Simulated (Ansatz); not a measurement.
# Lattice dynamics of LiAlF4 (built on the sites of a database entry of RbAlF4), part 3 of 3

Task: relax LiAlF4 (built on the sites of a database entry of RbAlF4), then find its harmonic phonons.

Ansatz 0.2.0; DFT PBEsol, scalar-relativistic, plane waves, PAW.

So far. Step 4 (Tight relaxation): The largest force component left is 0.24 meV/Å and the pressure is 0.005 GPa, within the tolerances set. The cell now holds 12.85 Å³/atom. Step 5 (Zone-centre response): Before it was imposed, the acoustic sum rule was missed by 0.012 eV/Å² and the charge sum rule by 6.2e-5 e. Small misses are needed for a sound result but don't prove that mesh and cutoff are converged. The relaxed cell has a = 3.566, c = 6.060 Å (conventional setting).

The structure was built from a prototype and need not be the compound's stable phase.

### 6. The dispersion

The mesh has a single point along some directions, so zone-edge points there are not solved. Linear response on a 2×2×1 q mesh gives force constants as far as a supercell of that size would, and the tensors from the zone-centre run are typed in so that the long-range dipole term is interpolated apart.

Input file input.yaml:

```yaml
crystal:
  lattice:
    - [3.5663032145, 0.0, 0.0]
    - [0.0, 3.5663032145, 0.0]
    - [0.0, 0.0, 6.060049296]
  atoms:
    - { symbol: Li, position: [0.5, 0.5, 0.5] }
    - { symbol: Al, position: [0.0, 0.0, 0.0] }
    - { symbol: F, position: [0.5, 0.0, 0.0] }
    - { symbol: F, position: [0.0, 0.5, 0.0] }
    - { symbol: F, position: [0.0, 0.0, 0.2953455764] }
    - { symbol: F, position: [0.0, 0.0, 0.7046544236] }
kpoints:
  mp_grid: { grid: [6, 6, 4] }
hamiltonian:
  xc: pbesol
scf:
  occupations: { method: fixed }
output:
  eigenvalues: true
phonons:
  method: dfpt
  qmesh: [2, 2, 1]
  temperatures: { t_max: 1000, t_step: 50 }
  qpath:
    path:
      - [[0.0, 0.0, 0.0], [0.0, 0.5, 0.0], [0.5, 0.5, 0.0], [0.0, 0.0, 0.0], [0.0, 0.0, 0.5], [0.0, 0.5, 0.5], [0.5, 0.5, 0.5], [0.0, 0.0, 0.5]]
      - [[0.0, 0.5, 0.0], [0.0, 0.5, 0.5]]
      - [[0.5, 0.5, 0.0], [0.5, 0.5, 0.5]]
    npoints: 10
  non_analytic_term:
    high_frequency_dielectric_tensor: [[1.9023, 0.0, 0.0], [0.0, 1.9023, 0.0], [0.0, 0.0, 1.8479]]
    born_effective_charges:
      - { species: Li, tensor: [[1.1816, 0.0, 0.0], [0.0, 1.1816, 0.0], [0.0, 0.0, 1.2351]] }
      - { species: Al, tensor: [[2.9142, 0.0, 0.0], [0.0, 2.9142, 0.0], [0.0, 0.0, 2.5798]] }
      - { species: F, tensor: [[-1.6471, 0.0, 0.0], [0.0, -0.6832, 0.0], [0.0, 0.0, -0.683]] }
      - { species: F, tensor: [[-0.6832, 0.0, 0.0], [0.0, -1.6471, 0.0], [0.0, 0.0, -0.683]] }
      - { species: F, tensor: [[-0.8827, 0.0, 0.0], [0.0, -0.8827, 0.0], [0.0, 0.0, -1.2244]] }
      - { species: F, tensor: [[-0.8827, 0.0, 0.0], [0.0, -0.8827, 0.0], [0.0, 0.0, -1.2244]] }
    source: "zone-centre run at this cell"
```

Started as:

```bash
$ ansatz run input.yaml --threads 8 --pin off --max-ram 14336MiB --backend cpu --events-out ev --progress --plain --runs-dir out
```

Numbers of over 12 decimals in the logs are rounded to 6 here.

Output:

```text
Warning: phonons: the dynamical matrix that this run interpolates holds no multipole term above the dipole-dipole one, and a site of this crystal is no centre of inversion, so its interpolated transverse optical and acoustic branches and sound speeds can stay off near Gamma, and the density of states and the thermodynamics with them. What a run solves at a wave vector of phonons.qpoints, Gamma apart, where the deck admits one, is free of this, and under fd what a larger phonons.supercell samples
[...]
Crystal: 6 atoms, lattice volume = 77.075 Å³
Basis set: ecut = 420 eV, 1513 PW (Γ), exchange–correlation on 48×48×90 points (8 copies of the dense FFT grid, shifted against one another)
Bands: 23, of which v1, the nominal top of the filled ones, is band 17 counted from 1 (16 counted from 0)
Symmetry: 16 space group operations
k-points: 30 of 144
[...]
SCF iter   1: F=—  HF=-3936.865293 eV  |F-HF|=—  |Δ(HF+E_count)|=         —  Δρ=1.16e-2  dr2=6.15e-2  ethr=1.77e-3  ⟨swp⟩=4.6  Hψ=2946  notcnv=0  defer=103
[...]
SCF iter   8: F=-3936.845759 eV  HF=-3936.845759 eV  |F-HF|=2.82e-11  |Δ(HF+E_count)|=   1.60e-9  Δρ=1.25e-7  dr2=7.71e-12  ethr=1.00e-12  ⟨swp⟩=10.5  Hψ=4382  notcnv=0
SCF 1 converged in 8 iterations: F = -3936.845759 eV  dr2 = 7.71e-12
[...]
NSCF: frozen V_eff on 30 k-points
[...]
DFPT response loops at q = (0, 0, 0) (fractional): preconditioner auto → none (the input reference at scf.mixing.eps_inf says where Resta's filter doesn't serve); β = 0.50; Broyden in place of MSR1
[...]
SCF converged after 8 iterations
Free energy (F): -3936.845759 eV
[...]
Internal energy: -3936.845759 eV  (E = F + TS)
E sigma→0 (E₀):  -3936.845759 eV
Fermi energy:    -0.173979 eV
[...]
--- Band table (eV; the first three rows and the last of 30) ---
  k-point 0: bands = [... 13 lower, -0.7716, -0.7288, -0.7288, -0.5571, 5.6073, 8.8973, 10.6247, 13.3265, ... 2 higher]
  k-point 1: bands = [... 13 lower, -0.9628, -0.8806, -0.5351, -0.5351, 5.9392, 8.1440, 11.1628, 13.4689, ... 2 higher]
  k-point 2: bands = [... 13 lower, -1.0498, -1.0498, -0.4465, -0.4465, 6.5164, 7.3128, 11.5124, 13.4554, ... 2 higher]
  k-point 29: bands = [... 13 lower, -0.8823, -0.6321, -0.5027, -0.5027, 9.5210, 9.6805, 9.6805, 10.4026, ... 2 higher]
--- Phonons (Γ-DFPT): 9 representative perturbations + reference (Σ response iterations 32) ---
  ASR residual: 1.194e-2 → 0.000e0 eV/Å²; symmetrization residual: 2.149e-6 eV/Å²
  ASR residual per site (eV/Å²): 4.45e-5 1.19e-2 6.26e-3 6.26e-3 8.04e-4 8.04e-4
[...]
--- Phonons (arbitrary-q DFPT): 3 irreducible q on the 2×2×1 mesh ---
  q = [0.0000, 0.0000, 0.0000] (star 1, of the zone-centre solve; hermiticity 1.67e-7, symmetrization 7.42e-14): -246.99 -246.99 -51.83 -0.00 0.00 0.00 162.44 162.44 184.40 184.40 213.16 325.81 325.81 392.81 531.46 614.23 706.41 706.41
  q = [0.0000, -0.5000, 0.0000] (star 2, 15 solved perturbations on 48 of 144 k-point pairs; hermiticity 1.28e-7, symmetrization 2.92e-8): -237.55 -198.06 44.42 60.04 117.11 158.43 183.18 198.95 230.11 254.24 299.63 331.36 333.74 505.43 594.53 612.87 668.93 702.47
  q = [-0.5000, -0.5000, 0.0000] (star 1, 9 solved perturbations in 378 linear systems a pass and spin channel, the states on 48 of 144 k-point pairs; hermiticity 1.01e-7, symmetrization 5.03e-8): -198.34 -198.34 -134.94 -127.56 -127.56 -126.98 255.43 258.49 258.49 320.11 320.11 347.45 475.72 536.62 584.97 584.97 587.62 713.87
  sum rule: each row above includes the acoustic sum rule's correction from the zone centre's row sums; it moved no ω² by more than (10.97 cm⁻¹)²
  mesh force constants: q→R imaginary residual 3.58e-18; ASR residual 1.194e-2 → 0.000e0 eV/Å²; symmetrization residual 2.132e-14 eV/Å²
  interpolated dispersion: 94 rows × 18 modes
  density of states and harmonic sums: on the 18×18×10 q-mesh, interpolated from the force constants of a 2×2×1 supercell (with the dipole–dipole term of supplied tensors)
  largest difference from the sums on the solved wave vectors: F 8.98e-2 eV, S 1.22e-4 and C_V 3.07e-5 eV/K
  zero-point energy: 0.318216 eV/cell   skipped modes (ω ≤ 0): 1216, of them read as no rigid motion or as one in doubt: 1213 (3.637e0 modes/cell left out, lowest -246.99 cm⁻¹)   left out of the sums: 2.02e-1 of the cell's modes: C_V's classical limit lies that fraction below 3 k_B per atom; for a crystal, a wire or a layer, F and S can be off by more, and a phonons.interpolated_qmesh denser along its periods is the remedy for the sampling
```

Elapsed: 36 s, on 8 threads of Arm Neoverse V1, shared host; peak memory 0.61 GiB; 4.4 min of CPU time.

Numbers from this step:

| Property | Result |
| --- | --- |
| lowest mode on the q mesh (acoustic modes at Γ apart) | -247.0 cm⁻¹ |
| highest frequency at a solved wavevector (no LO-TO term at Γ) | 713.9 cm⁻¹ |

Frequencies (cm⁻¹) solved at each irreducible wavevector; negative means imaginary. Frequencies by wavevector, by row:

```csv
q in reciprocal lattice units,star,mode 1,mode 2,mode 3,mode 4,mode 16,mode 17,mode 18
0 0 0,1,-247,-247,-51.8,0,614.2,706.4,706.4
0 -0.5 0,2,-237.6,-198.1,44.4,60,612.9,668.9,702.5
-0.5 -0.5 0,1,-198.3,-198.3,-134.9,-127.6,585,587.6,713.9
```

Symmetry leaves 3 wavevectors to solve. The lowest mode among them, the acoustic zeros apart, lies at Γ and is imaginary, 247.0i cm⁻¹, so the energy falls along it.

### 7. Another isotope

An isotope changes the mass and not the force constants, so no new electronic calculation is needed; the shifts show which modes move this element.

The same force constants with the mass of Li changed from 6.940 to 6.015 u (phonopy, no LO-TO term). Both lists are sorted by frequency; levels can cross, so a row need not hold one and the same mode. Modes under 3 cm⁻¹ are left out. Isotope shifts, by row, the first 40 of 51 rows:

```csv
q,rank,natural mass (cm⁻¹),changed mass (cm⁻¹)
0 0 0,1,-247,-263.6
0 0 0,2,-247,-263.6
0 0 0,3,-51.83,-55.03
0 0 0,7,162.4,162.4
0 0 0,8,162.4,162.4
0 0 0,9,184.4,184.7
0 0 0,10,184.4,184.7
0 0 0,11,213.2,213.2
0 0 0,12,325.8,326
0 0 0,13,325.8,326
0 0 0,14,392.8,394.9
0 0 0,15,531.5,531.5
0 0 0,16,614.2,615.4
0 0 0,17,706.4,706.4
0 0 0,18,706.4,706.4
0 -0.5 0,1,-237.6,-255.2
0 -0.5 0,2,-198.1,-206
0 -0.5 0,3,44.42,44.42
0 -0.5 0,4,60.04,61.77
0 -0.5 0,5,117.1,117.1
0 -0.5 0,6,158.4,158.4
0 -0.5 0,7,183.2,195.6
0 -0.5 0,8,198.9,198.9
0 -0.5 0,9,230.1,230.1
0 -0.5 0,10,254.2,254.2
0 -0.5 0,11,299.6,299.6
0 -0.5 0,12,331.4,331.4
0 -0.5 0,13,333.7,334.9
0 -0.5 0,14,505.4,508.3
0 -0.5 0,15,594.5,594.5
0 -0.5 0,16,612.9,612.9
0 -0.5 0,17,668.9,669.2
0 -0.5 0,18,702.5,702.5
-0.5 -0.5 0,1,-198.3,-209.6
-0.5 -0.5 0,2,-198.3,-209.6
-0.5 -0.5 0,3,-134.9,-144.9
-0.5 -0.5 0,4,-127.6,-127.6
-0.5 -0.5 0,5,-127.6,-127.6
-0.5 -0.5 0,6,-127,-127
-0.5 -0.5 0,7,255.4,255.4
```

A mode of this element alone would shift by +7.41 %. The highest zone-centre frequency without the field goes from 706.4 to 706.4 cm⁻¹ (+0.0 %).

### 8. Outcome

| Item | Value |
| --- | --- |
| space group after relaxation (within 0.01 Å) | P4/mmm |
| volume per atom | 12.8 Å³ |
| gap on the k-mesh | 5.78 eV |
| highest optical mode at the zone centre (no LO-TO term) | 706 cm⁻¹ |
| top of the zone-centre spectrum with the field | 800 cm⁻¹ |
| lowest optical zone-centre mode | -247 cm⁻¹ |
| mean high-frequency dielectric constant | 1.88 |
| largest Born charge (third of the trace) | 2.80 e |
| lowest mode on the q mesh (acoustic modes at Γ apart) | -247 cm⁻¹ |
| imaginary modes on the 2×2×1 q mesh | yes |

What this shows: Modes are clearly imaginary (beyond 10i cm⁻¹) at 3 of the 3 irreducible wavevectors, most at Γ (247.0i cm⁻¹), so this structure is not a minimum of the energy. Without the field, the optical modes at Γ span -247 to 706 cm⁻¹ (negative means imaginary). The highest mode in this list at Γ, 706.4 cm⁻¹, is mostly motion of F (74 % of the kinetic energy). With the macroscopic field of the longitudinal modes the top of the zone-centre spectrum lies at 800 cm⁻¹, against 706 cm⁻¹ without it. Among the real modes, the strongest infrared line is at 706 cm⁻¹. Averaged over orientations, the strongest Raman line at 532 nm and 300 K is at 532 cm⁻¹. The q mesh is too sparse to interpolate, so only the solved wavevectors are given. The program warns that the interpolation holds no quadrupole term, so branches close to Γ can be off in this crystal. The starting cell was built on a prototype and not taken from a measurement, so the phase need not exist. These are harmonic frequencies at zero temperature: anharmonic shifts, linewidths and thermal expansion are left out.

[Logs are printed without paths, hosts, clocks, repeated set-up lines and the standing remarks that a program may print on its own settings, such as how far it seeks lower states.]

[Hosts, paths, dates, database ids (printed as entryN), source tags and the programs' standing remarks are cut or masked in the printed files.]
